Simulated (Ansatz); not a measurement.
**I on Ca(100): change of the work function**

How does I on the top site change the work function of Ca(100) as the layer fills?

Method: plane-wave DFT, PBE, Ansatz PAW, in the first sound run; inputs show where later runs differ, in Ansatz 0.2.0.

### Step 1. Starting point

The cell holds 4 atoms: 4 Ca. Its edges and angles: a = 3.946 Å, b = 3.946 Å, c = 26.370 Å, α = 90.0°, β = 90.0°, γ = 90.0°. Vacuum lies along c.

### Step 2. The clean slab

The bare slab comes first, as the zero from which every change is counted. The two lowest layers are held at bulk places and the upper ones relax. The dipole correction removes the false field that a one-sided slab makes across the periodic vacuum, so each face gets a flat vacuum level of its own.

Contents of input.yaml:

```yaml
crystal:
  lattice:
    - [3.945655839, 0.0, 0.0]
    - [0.0, 3.945655839, 0.0]
    - [0.0, 0.0, 26.37]
  atoms:
    - { symbol: Ca, position: [0.5, 0.5, 0.3412969283] }
    - { symbol: Ca, position: [0.0, 0.0, 0.4470989761] }
    - { symbol: Ca, position: [0.5, 0.5, 0.5529010239] }
    - { symbol: Ca, position: [0.0, 0.0, 0.6587030717] }
kpoints:
  mp_grid: { grid: [8, 8, 1] }
hamiltonian:
  xc: pbe
scf:
  occupations: { method: fermi_dirac, width: 0.1 }
  convergence: { dr2_threshold: 1.0e-08 }
efield:
  axis: 3
  dipole_correction: true
  ramp_position: 0.97
  ramp_width: 0.06
relax:
  f_tol: 0.02
  max_steps: 60
  constraints: [{ sites: [0, 1] }]
output:
  write_potential: true
  write_density: true
  volumetric_format: npy
```

Run with:

```bash
ansatz run input.yaml --threads 4 --pin off --max-ram 12288MiB --backend cpu --events-out ev --progress --plain --runs-dir out
```

Numbers of over 12 decimals in the logs are rounded to 6 here.

Output:

```text
Engine: ansatz 0.2.0, aarch64-unknown-linux-gnu
Pseudopotentials: kind: paw
Pseudopotential: Ca, paw, valence charge 10, recommended cutoff 420 eV (normal), Ca.paw.azcp
Functional definition: PBE
  parameter kappa = 0.804
  parameter beta = 0.066725
  exchange = pbe_x(kappa = kappa, mu = beta*pi^2/3)
  correlation = pbe_c(beta = beta)
Crystal: 4 atoms, lattice volume = 410.533 Å³
Basis set: ecut = 420 eV, 8073 PW (Γ), exchange–correlation on 54×54×360 points (8 copies of the dense FFT grid, shifted against one another)
Bands: 24, of which v1, the nominal top of the filled ones, is band 20 counted from 1 (19 counted from 0)
Symmetry: 8 space group operations
k-points: 15 of 64
Non-local potential: Ca, projectors of the file, l = 0: 3, l = 1: 2, l = 2: 2
PAW form: soft (Blöchl's): semilocal exchange-correlation on the pseudo side does not see the compensation charge
PAW one-centre angular grid: Ca, 110 points (default); XC on 64 Gauss nodes
Initial density: superposition of atomic densities (neutral atoms: chi_scale 0, normalization atom), corrected by the library's trained network
Initial wavefunctions: pseudopotential atomic-orbital guess
Functional: x = pbe(κ = 0.804, μ = 0.219515), c = pbe(β = 0.066725)
SCF iter   1: F=—  HF=-7266.633509 eV  |F-HF|=—  |Δ(HF+E_count)|=         —  Δρ=1.82e-3  dr2=3.38e-1  ethr=1.77e-3  p=0.000 e·Å  D=9.96e-16 V/Å  ΔV_dip=-0.00 eV  dr2_dipole=2.90e-9  V_vac-E_F(+/−)=2.63/2.63 eV  ⟨swp⟩=11.8  Hψ=4765  notcnv=0
efield: sawtooth ramp at fractional position 0.9700 (set: `efield.ramp_position`, or a place that a band, a saddle search or an elastic batch's reference lends), width 0.0600; the density the first Hamiltonian is built on has a dipole p = 0.000 e·Å; the dipole correction subtracts the counter field D = 9.96e-16 V/Å, which shifts the + side's vacuum level by -0.00 eV against the − side's; the planar-averaged density in the ramp window peaks in size at 1.9e-5 e/Å³
automatic band count: the SCF goes on with 28 bands, as 24 were too few: the levels above may hold too much charge
preconditioner: auto → LDOS  [metal: Δε(μ)=0.012 eV  Ē_g=2.282 eV  σ=0.100 eV  W_gap=0.03  n_scr=42 (ndim 8)  ℏωp=5.2 eV  f_vac=0.496  D(μ)=5.60/eV (n_scr^D=12)  β→1.0]
SCF iter   2: F=—  HF=-7266.615108 eV  |F-HF|=—  |Δ(HF+E_count)|=   1.84e-2  Δρ=7.87e-4  dr2=5.32e-3  ethr=8.46e-4  p=-0.000 e·Å  D=-8.34e-5 V/Å  ΔV_dip=0.00 eV  dr2_dipole=2.24e-6  V_vac-E_F(+/−)=2.79/2.79 eV  ⟨swp⟩=2.2  Hψ=575  notcnv=0
SCF iter   3: F=—  HF=-7266.615677 eV  |F-HF|=—  |Δ(HF+E_count)|=   5.69e-4  Δρ=5.50e-4  dr2=3.99e-3  ethr=1.33e-5  p=0.000 e·Å  D=1.54e-5 V/Å  ΔV_dip=-0.00 eV  dr2_dipole=3.10e-6  V_vac-E_F(+/−)=2.76/2.76 eV  ⟨swp⟩=2.0  Hψ=702  notcnv=0
SCF iter   4: F=—  HF=-7266.615202 eV  |F-HF|=—  |Δ(HF+E_count)|=   4.75e-4  Δρ=1.41e-4  dr2=8.86e-4  ethr=9.97e-6  p=0.000 e·Å  D=2.60e-5 V/Å  ΔV_dip=-0.00 eV  dr2_dipole=1.46e-6  V_vac-E_F(+/−)=2.76/2.76 eV  ⟨swp⟩=1.9  Hψ=507  notcnv=0
SCF iter   5: F=—  HF=-7266.615168 eV  |F-HF|=—  |Δ(HF+E_count)|=   3.46e-5  Δρ=3.75e-5  dr2=4.04e-5  ethr=2.22e-6  p=0.000 e·Å  D=1.74e-5 V/Å  ΔV_dip=-0.00 eV  dr2_dipole=3.11e-8  V_vac-E_F(+/−)=2.76/2.77 eV  ⟨swp⟩=1.0  Hψ=420  notcnv=0
SCF iter   6: F=—  HF=-7266.615213 eV  |F-HF|=—  |Δ(HF+E_count)|=   4.50e-5  Δρ=8.74e-6  dr2=3.87e-7  ethr=1.01e-7  p=0.000 e·Å  D=7.59e-6 V/Å  ΔV_dip=-0.00 eV  dr2_dipole=9.49e-9  V_vac-E_F(+/−)=2.77/2.77 eV  ⟨swp⟩=2.1  Hψ=498  notcnv=0
SCF iter   7: F=—  HF=-7266.615368 eV  |F-HF|=—  |Δ(HF+E_count)|=   1.55e-4  Δρ=2.59e-6  dr2=1.06e-7  ethr=9.67e-10  p=0.000 e·Å  D=3.54e-6 V/Å  ΔV_dip=-0.00 eV  dr2_dipole=6.28e-10  V_vac-E_F(+/−)=2.77/2.77 eV  ⟨swp⟩=2.4  Hψ=795  notcnv=0
SCF iter   8: F=-7266.615368 eV  HF=-7266.615368 eV  |F-HF|=5.27e-9  |Δ(HF+E_count)|=   8.71e-9  Δρ=8.35e-7  dr2=8.35e-9  ethr=2.50e-11  p=0.000 e·Å  D=1.08e-6 V/Å  ΔV_dip=-0.00 eV  dr2_dipole=1.07e-10  V_vac-E_F(+/−)=2.77/2.77 eV  ⟨swp⟩=7.5  Hψ=2614  notcnv=0
SCF 1 converged in 8 iterations: F = -7266.615368 eV  dr2 = 8.35e-9
  greatest PAW one-centre occupation: 0.996 electrons in one spin orbital (limit 2), on the Ca atom at site 3 (counted from 0), in its partial waves of l = 0
relax step   1: F+E_penalty+E_count = -7266.61536813 eV  Δ(F+E_penalty+E_count) = +0.000e0 eV  max|allowed force component| = 1.343e-1 eV/Å  Δτ_max = 0.0000 Å  (8 SCF iters, accepted)
Bands: 28, of which v1, the nominal top of the filled ones, is band 20 counted from 1 (19 counted from 0)
Initial density: handed on by an earlier stage of this run
Initial wavefunctions: those handed on with the density
iter 1 solved again at ethr=3.34e-4 eV; its pass at ethr=3.10e-3 eV (dr2=1.34e-1 eV) is discarded
SCF iter   1: F=—  HF=-7266.626305 eV  |F-HF|=—  |Δ(HF+E_count)|=         —  Δρ=9.84e-4  dr2=4.63e-2  ethr=3.34e-4  p=0.000 e·Å  D=1.08e-6 V/Å  ΔV_dip=-0.00 eV  dr2_dipole=1.51e-3  V_vac-E_F(+/−)=2.78/2.78 eV  ⟨swp⟩=1.0  Hψ=1753  notcnv=0
efield: sawtooth ramp at fractional position 0.9700 (set: `efield.ramp_position`, or a place that a band, a saddle search or an elastic batch's reference lends), width 0.0600; the density the first Hamiltonian is built on has a dipole p = 0.000 e·Å; the dipole correction subtracts the counter field D = 1.08e-6 V/Å, which shifts the + side's vacuum level by -0.00 eV against the − side's; the planar-averaged density in the ramp window peaks in size at 4.9e-7 e/Å³
eigensolver tolerance schedule: the retry pair's looser diagonalisation over-reported the residual by 1.89 of it (diagonalisation noise at 0.30 of the residual, at the tolerance the schedule requests for it); recorded, not acted on — ethr = c·dr2/N_el stays at c = 1.0e-1
preconditioner: auto → LDOS  [metal: Δε(μ)=0.039 eV  Ē_g=2.312 eV  σ=0.100 eV  W_gap=0.10  n_scr=42 (ndim 8)  ℏωp=5.2 eV  f_vac=0.501  D(μ)=5.21/eV (n_scr^D=12)  β→1.0]
SCF iter   2: F=—  HF=-7266.623969 eV  |F-HF|=—  |Δ(HF+E_count)|=   2.34e-3  Δρ=4.89e-4  dr2=4.78e-3  ethr=1.16e-4  p=0.007 e·Å  D=3.08e-3 V/Å  ΔV_dip=-0.08 eV  dr2_dipole=5.29e-4  V_vac-E_F(+/−)=2.68/2.77 eV  ⟨swp⟩=1.7  Hψ=516  notcnv=0
SCF iter   3: F=—  HF=-7266.623406 eV  |F-HF|=—  |Δ(HF+E_count)|=   5.63e-4  Δρ=1.98e-4  dr2=5.24e-4  ethr=1.20e-5  p=0.003 e·Å  D=1.16e-3 V/Å  ΔV_dip=-0.03 eV  dr2_dipole=9.33e-6  V_vac-E_F(+/−)=2.74/2.77 eV  ⟨swp⟩=2.0  Hψ=618  notcnv=0
SCF iter   4: F=—  HF=-7266.623375 eV  |F-HF|=—  |Δ(HF+E_count)|=   3.14e-5  Δρ=6.86e-5  dr2=5.41e-5  ethr=1.31e-6  p=0.002 e·Å  D=8.48e-4 V/Å  ΔV_dip=-0.02 eV  dr2_dipole=4.48e-7  V_vac-E_F(+/−)=2.75/2.77 eV  ⟨swp⟩=2.0  Hψ=612  notcnv=0
SCF iter   5: F=—  HF=-7266.623383 eV  |F-HF|=—  |Δ(HF+E_count)|=   8.30e-6  Δρ=1.53e-5  dr2=4.09e-6  ethr=1.35e-7  p=0.001 e·Å  D=5.27e-4 V/Å  ΔV_dip=-0.01 eV  dr2_dipole=8.62e-7  V_vac-E_F(+/−)=2.76/2.77 eV  ⟨swp⟩=2.0  Hψ=692  notcnv=0
SCF iter   6: F=—  HF=-7266.623545 eV  |F-HF|=—  |Δ(HF+E_count)|=   1.61e-4  Δρ=5.02e-6  dr2=1.70e-7  ethr=1.02e-8  p=0.001 e·Å  D=4.51e-4 V/Å  ΔV_dip=-0.01 eV  dr2_dipole=1.92e-8  V_vac-E_F(+/−)=2.76/2.77 eV  ⟨swp⟩=2.1  Hψ=576  notcnv=0
SCF iter   7: F=—  HF=-7266.623545 eV  |F-HF|=—  |Δ(HF+E_count)|=   5.18e-8  Δρ=1.59e-6  dr2=2.04e-8  ethr=4.25e-10  p=0.001 e·Å  D=4.41e-4 V/Å  ΔV_dip=-0.01 eV  dr2_dipole=2.51e-9  V_vac-E_F(+/−)=2.76/2.77 eV  ⟨swp⟩=2.0  Hψ=762  notcnv=0
SCF iter   8: F=-7266.623545 eV  HF=-7266.623545 eV  |F-HF|=2.01e-9  |Δ(HF+E_count)|=   1.32e-8  Δρ=5.41e-7  dr2=2.23e-9  ethr=2.50e-11  p=0.001 e·Å  D=4.39e-4 V/Å  ΔV_dip=-0.01 eV  dr2_dipole=1.06e-10  V_vac-E_F(+/−)=2.76/2.77 eV  ⟨swp⟩=8.5  Hψ=2399  notcnv=0
SCF 2 converged in 8 iterations: F = -7266.623545 eV  dr2 = 2.23e-9
relax step   2: F+E_penalty+E_count = -7266.62354474 eV  Δ(F+E_penalty+E_count) = -8.177e-3 eV  max|allowed force component| = 7.941e-2 eV/Å  Δτ_max = 0.0957 Å  (8 SCF iters, accepted)
SCF iter   1: F=—  HF=-7266.629748 eV  |F-HF|=—  |Δ(HF+E_count)|=         —  Δρ=1.26e-3  dr2=7.83e-2  ethr=2.12e-3  p=0.001 e·Å  D=4.39e-4 V/Å  ΔV_dip=-0.01 eV  dr2_dipole=6.31e-3  V_vac-E_F(+/−)=2.78/2.79 eV  ⟨swp⟩=5.9  Hψ=1442  notcnv=0
efield: sawtooth ramp at fractional position 0.9700 (set: `efield.ramp_position`, or a place that a band, a saddle search or an elastic batch's reference lends), width 0.0600; the density the first Hamiltonian is built on has a dipole p = 0.001 e·Å; the dipole correction subtracts the counter field D = 4.39e-4 V/Å, which shifts the + side's vacuum level by -0.01 eV against the − side's; the planar-averaged density in the ramp window peaks in size at 4.8e-7 e/Å³
preconditioner: auto → LDOS  [metal: Δε(μ)=0.056 eV  Ē_g=2.339 eV  σ=0.100 eV  W_gap=0.14  n_scr=42 (ndim 8)  ℏωp=5.2 eV  f_vac=0.507  D(μ)=5.06/eV (n_scr^D=12)  β→1.0]
SCF iter   2: F=—  HF=-7266.628177 eV  |F-HF|=—  |Δ(HF+E_count)|=   1.57e-3  Δρ=6.81e-4  dr2=1.68e-2  ethr=1.96e-4  p=0.007 e·Å  D=3.01e-3 V/Å  ΔV_dip=-0.08 eV  dr2_dipole=5.49e-3  V_vac-E_F(+/−)=2.70/2.78 eV  ⟨swp⟩=1.5  Hψ=558  notcnv=0
SCF iter   3: F=—  HF=-7266.627358 eV  |F-HF|=—  |Δ(HF+E_count)|=   8.18e-4  Δρ=2.73e-4  dr2=1.48e-3  ethr=4.19e-5  p=0.004 e·Å  D=1.60e-3 V/Å  ΔV_dip=-0.04 eV  dr2_dipole=7.13e-5  V_vac-E_F(+/−)=2.73/2.78 eV  ⟨swp⟩=2.0  Hψ=473  notcnv=0
SCF iter   4: F=—  HF=-7266.627390 eV  |F-HF|=—  |Δ(HF+E_count)|=   3.16e-5  Δρ=2.13e-4  dr2=3.84e-4  ethr=3.70e-6  p=0.004 e·Å  D=1.55e-3 V/Å  ΔV_dip=-0.04 eV  dr2_dipole=6.46e-6  V_vac-E_F(+/−)=2.73/2.77 eV  ⟨swp⟩=2.0  Hψ=629  notcnv=0
SCF iter   5: F=—  HF=-7266.627313 eV  |F-HF|=—  |Δ(HF+E_count)|=   7.69e-5  Δρ=3.89e-5  dr2=5.78e-5  ethr=9.61e-7  p=0.003 e·Å  D=1.29e-3 V/Å  ΔV_dip=-0.03 eV  dr2_dipole=1.12e-5  V_vac-E_F(+/−)=2.74/2.78 eV  ⟨swp⟩=2.2  Hψ=525  notcnv=0
SCF iter   6: F=—  HF=-7266.627314 eV  |F-HF|=—  |Δ(HF+E_count)|=   1.22e-6  Δρ=1.50e-5  dr2=2.10e-6  ethr=1.45e-7  p=0.002 e·Å  D=1.09e-3 V/Å  ΔV_dip=-0.03 eV  dr2_dipole=1.61e-7  V_vac-E_F(+/−)=2.75/2.78 eV  ⟨swp⟩=1.9  Hψ=459  notcnv=0
SCF iter   7: F=—  HF=-7266.627468 eV  |F-HF|=—  |Δ(HF+E_count)|=   1.54e-4  Δρ=2.86e-6  dr2=6.90e-8  ethr=5.24e-9  p=0.002 e·Å  D=1.06e-3 V/Å  ΔV_dip=-0.03 eV  dr2_dipole=2.29e-9  V_vac-E_F(+/−)=2.75/2.78 eV  ⟨swp⟩=2.0  Hψ=687  notcnv=0
SCF iter   8: F=—  HF=-7266.627468 eV  |F-HF|=—  |Δ(HF+E_count)|=   1.99e-8  Δρ=1.25e-6  dr2=3.50e-8  ethr=2.50e-11  p=0.002 e·Å  D=1.06e-3 V/Å  ΔV_dip=-0.03 eV  dr2_dipole=4.95e-9  V_vac-E_F(+/−)=2.75/2.78 eV  ⟨swp⟩=9.3  Hψ=2629  notcnv=0
SCF iter   9: F=-7266.627468 eV  HF=-7266.627468 eV  |F-HF|=3.67e-10  |Δ(HF+E_count)|=   5.30e-9  Δρ=4.33e-7  dr2=2.98e-9  ethr=2.50e-11  p=0.002 e·Å  D=1.05e-3 V/Å  ΔV_dip=-0.03 eV  dr2_dipole=1.66e-10  V_vac-E_F(+/−)=2.75/2.78 eV  ⟨swp⟩=6.8  Hψ=2317  notcnv=0
SCF 3 converged in 9 iterations: F = -7266.627468 eV  dr2 = 2.98e-9
relax step   3: F+E_penalty+E_count = -7266.62746792 eV  Δ(F+E_penalty+E_count) = -3.923e-3 eV  max|allowed force component| = 1.149e-2 eV/Å  Δτ_max = 0.1311 Å  (9 SCF iters, accepted)
NSCF: frozen V_eff on 15 k-points
the band table was solved once a step of the walk had ended and its energy, with any forces and stress, was formed, with the checks that follow a solve (2325 applications of the Hamiltonian). They found nothing against the state; the energy, forces and stress were not computed again (output.eigenvalues in the input reference)
SCF converged after 9 iterations
Free energy (F): -7266.627468 eV
Harris-Foulkes:  -7266.627468 eV  (|F-HF|=3.67e-10)
Internal energy: -7266.459936 eV  (E = F + TS)
E sigma→0 (E₀):  -7266.543702 eV
Entropy (-TS):   -0.167532 eV (-41.883 meV/atom)
Fermi energy:    0.519595 eV
Dipole field:    D = 0.001065 V/Å  (p = 0.002415 e·Å, saw-weighted, corrected)
Work function:   Φ+ = 2.7479 eV   Φ− = 2.7760 eV
Levels:          The Fermi level and band energies are counted from a zero that moves with the ramp; work functions are not
--- Per-component energies (eV) ---
  E_band       = -886.541755
  E_kinetic    = 1099.762000
  E_local      = -18002.782225  (includes V_loc(G=0)·N_el)
  E_nonlocal   = 254.592520
  E_hartree    = 8347.567091
  E_xc         = -542.031842
  E_vxc        = -675.465542  (∫ρ·V_xc dr)
  E_paw        = -3432.867266  (= ΣΔE_a)
  E_vpaw       = -257.789225  (= ΣTr[D̂ρ^β])
  E_aug_tail   = -0.000024  (compensation charges beyond the density's cutoff)
  E_efield     = 0.000001  (sawtooth field / dipole correction)
  E_vefield    = 0.003231  (∫n·V_field dr)
  E_ewald      = 5009.299810
  E_smearing   = -0.167532  (= −TS)
  E_closure    = -0.000000  (closes the sum)
  Σ components = -7266.627468   (vs F -7266.627468, Δ=0.00e0)
--- Forces (eV/Å), atoms counted from 1 ---
  atom   1  Ca    -0.00000000     0.00000000     0.13517463
  atom   2  Ca    -0.00000000     0.00000000    -0.13335918
  atom   3  Ca    -0.00000000     0.00000000    -0.01148561
  atom   4  Ca     0.00000000     0.00000000     0.00965260
  max |Σ_I F_I| component: 1.76e-5 eV/Å
--- Band table (eV; the first three rows and the last of 15) ---
  k-point 0: bands = [... 16 lower, -3.2747, -2.6241, -1.5928, -0.4931, 0.9537, 1.0808, 1.0997, 1.3382, ... 4 higher]
  k-point 1: bands = [... 16 lower, -3.1036, -2.4601, -1.4379, -0.3505, 1.0160, 1.0676, 1.1762, 1.3212, ... 4 higher]
  k-point 2: bands = [... 16 lower, -2.6074, -1.9896, -1.0030, 0.0429, 0.8016, 1.1040, 1.1579, 1.4053, ... 4 higher]
  k-point 14: bands = [... 16 lower, 0.2118, 0.2135, 0.5899, 0.5976, 1.0419, 1.0419, 1.0797, 1.0797, ... 4 higher]
--- Relaxed structure (3 steps of the walk, 3 accepted, 0 SCFs on fresh bases) ---
  F+E_penalty+E_count = -7266.62746792 eV   max|allowed force component| = 1.149e-2 eV/Å
  atoms:
    - { symbol: Ca, position: [0.5, 0.5, 0.3412969283] }
    - { symbol: Ca, position: [0.0, 0.0, 0.447099] }
    - { symbol: Ca, position: [0.5, 0.5, 0.550001] }
    - { symbol: Ca, position: [0, 0.0, 0.650104] }
```

The job ended after 13 s (4 threads of Arm Neoverse V2, shared host; peak memory 0.65 GiB).

Step by step:

```
step  energy less that of the first step (eV)  largest force component (eV/Å)
   1                                   0.0000                          0.1343
   2                                  -0.0082                          0.0794
   3                                  -0.0121                          0.0115
```

Forces are held to the 8 operations that the run works with; a distortion that breaks them can't arise in this run.

The atoms that moved most (Å):

```
atom     dx     dy      dz  length
 Ca4  0.000  0.000  -0.227   0.227
 Ca3  0.000  0.000  -0.076   0.076
```

The relaxed structure:

```xyz
4
Lattice="3.9457 0.0000 0.0000 0.0000 3.9457 0.0000 0.0000 0.0000 26.3700" Properties=species:S:1:pos:R:3
Ca    1.9728    1.9728    9.0000
Ca    0.0000    0.0000   11.7900
Ca    1.9728    1.9728   14.5035
Ca    0.0000    0.0000   17.1433
```

Numbers from this step:

| Property | Result |
| --- | --- |
| energy at zero smearing | -7266.5437 eV |
| work function, upper face | 2.748 eV |
| work function, lower face | 2.776 eV |
| dipole along the normal | 0.002415 e·Å |
| step between the vacuum levels | -0.02807 eV |

Running mean over 2.79 Å of the planar mean; the ramp of the sawtooth is left out. The electron's electrostatic potential energy less the Fermi level by z:

z (Å), electron's electrostatic potential energy less the Fermi level (eV) and a bar from the least value:
```
        4       2.77 ##############################
        5       2.74 ##############################
        6       2.54 #############################
        7       1.45 ########################
        8      -1.84 #######
        9      -3.02 ##
       10      -2.89 ##
       11      -2.77 ###
       12      -2.82 ###
       13      -3.05 #
       14      -2.86 ##
       15      -2.94 ##
       16      -3.36 
       17      -3.08 #
       18      -2.20 ######
       19       1.08 ######################
       20       2.44 ############################
       21       2.70 ##############################
       22       2.74 ##############################
       23       2.75 ##############################
```

The relaxation took 3 steps and lowered the energy by 0.012 eV; the largest force on the free atoms ends at 0.011 eV/Å.

The work function of the upper face is 2.75 eV.

(Part 1 of 5 ends here.)

[Logs are printed without paths, hosts, clocks, repeated set-up lines and the standing remarks that a program may print on its own settings, such as how far it seeks lower states.]

[Hosts, paths, dates, database ids (printed as entryN), source tags and the programs' standing remarks are cut or masked in the printed files.]

[Maps of the electrostatic potential energy from Ansatz leave out the sawtooth potential of an applied field or a dipole correction, so their vacuum need not be flat; planar profiles and work functions include it.]
